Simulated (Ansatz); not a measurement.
## Na on Ta(110): change of the work function: cost of one run

Ansatz 0.2.0; plane-wave DFT, PBE, Ansatz PAW. The cell holds 17 atoms.

Contents of input.yaml:

```yaml
crystal:
  lattice:
    - [4.6810468914, -3.31, 0.0]
    - [4.6810468914, 3.31, 0.0]
    - [0.0, 0.0, 28.0506511798]
  atoms:
    - { symbol: Ta, position: [0.0, 0.0, 0.3208481665] }
    - { symbol: Ta, position: [0.25, 0.25, 0.4042873506] }
    - { symbol: Ta, position: [0.0, 0.0, 0.4878985716] }
[... 8 atom lines left out ...]
    - { symbol: Ta, position: [0.75, 0.25, 0.5680767763] }
    - { symbol: Ta, position: [0.5, 0.5, 0.3208481665] }
    - { symbol: Ta, position: [0.75, 0.75, 0.4042873506] }
    - { symbol: Ta, position: [0.5, 0.5, 0.4878985716] }
    - { symbol: Ta, position: [0.75, 0.75, 0.5680767763] }
    - { symbol: Na, position: [0.0, 0.0, 0.6791518335] }
kpoints:
  mp_grid: { grid: [6, 6, 1] }
hamiltonian:
  xc: pbe
scf:
  occupations: { method: fermi_dirac, width: 0.1 }
  convergence: { dr2_threshold: 1.0e-08 }
efield:
  axis: 3
  dipole_correction: true
  ramp_position: 0.97
  ramp_width: 0.06
relax:
  f_tol: 0.02
  max_steps: 60
  constraints: [{ sites: [0, 1, 4, 5, 8, 9, 12, 13] }]
output:
  bader: true
  dos: { projected: true, e_range: [-8, 4] }
  write_potential: true
  write_density: true
  volumetric_format: npy
  elf: true
```

On the command line:

```sh
> ansatz run input.yaml --threads 4 --pin off --max-ram 12288MiB --backend cpu --events-out ev --progress --plain --runs-dir out
```

The cutoff in use is 420 eV. For reference, a run of the same kind (4 atoms, 36 k-points, 32 bands and 3,793 plane waves; 26 SCF cycles) took 15 s and 0.55 GiB on the same hardware.

What time and memory should one allow on 4 threads of Arm Neoverse V1, shared host?

A cutoff of 420 eV is a sphere of radius 10.5 Å⁻¹, so a cell of 869 Å³ holds about V·G³/6π² = 16,988 plane waves. At two electrons a band, the 217 electrons need 109 bands, and 22 more are carried. Symmetry cuts the 6×6×1 mesh from 36 to 13 points. The run has 13 k-points, 131 bands and 17,049 plane waves. Taking the work of a cycle as k-points × spins × bands × plane waves, that is 6.6 times the reference, or 1.7 min at the reference's 26 cycles. The run needed 43 SCF cycles over 5 ionic steps, which makes it about 2.8 min. One copy of the wavefunctions takes 0.43 GiB at 16 bytes a coefficient, against 0.065 GiB in the reference; grids, projectors and work arrays come on top. Measured: about 5 min, with a peak of 3.1 GiB. The run took longer than the estimate, which leaves out the steps that grow as the square of the band count.

[Logs are printed without paths, hosts, clocks, repeated set-up lines and the standing remarks that a program may print on its own settings, such as how far it seeks lower states.]

[Hosts, paths, dates, database ids (printed as entryN), source tags and the programs' standing remarks are cut or masked in the printed files.]

[Maps of the electrostatic potential energy from Ansatz leave out the sawtooth potential of an applied field or a dipole correction, so their vacuum need not be flat; planar profiles and work functions include it.]
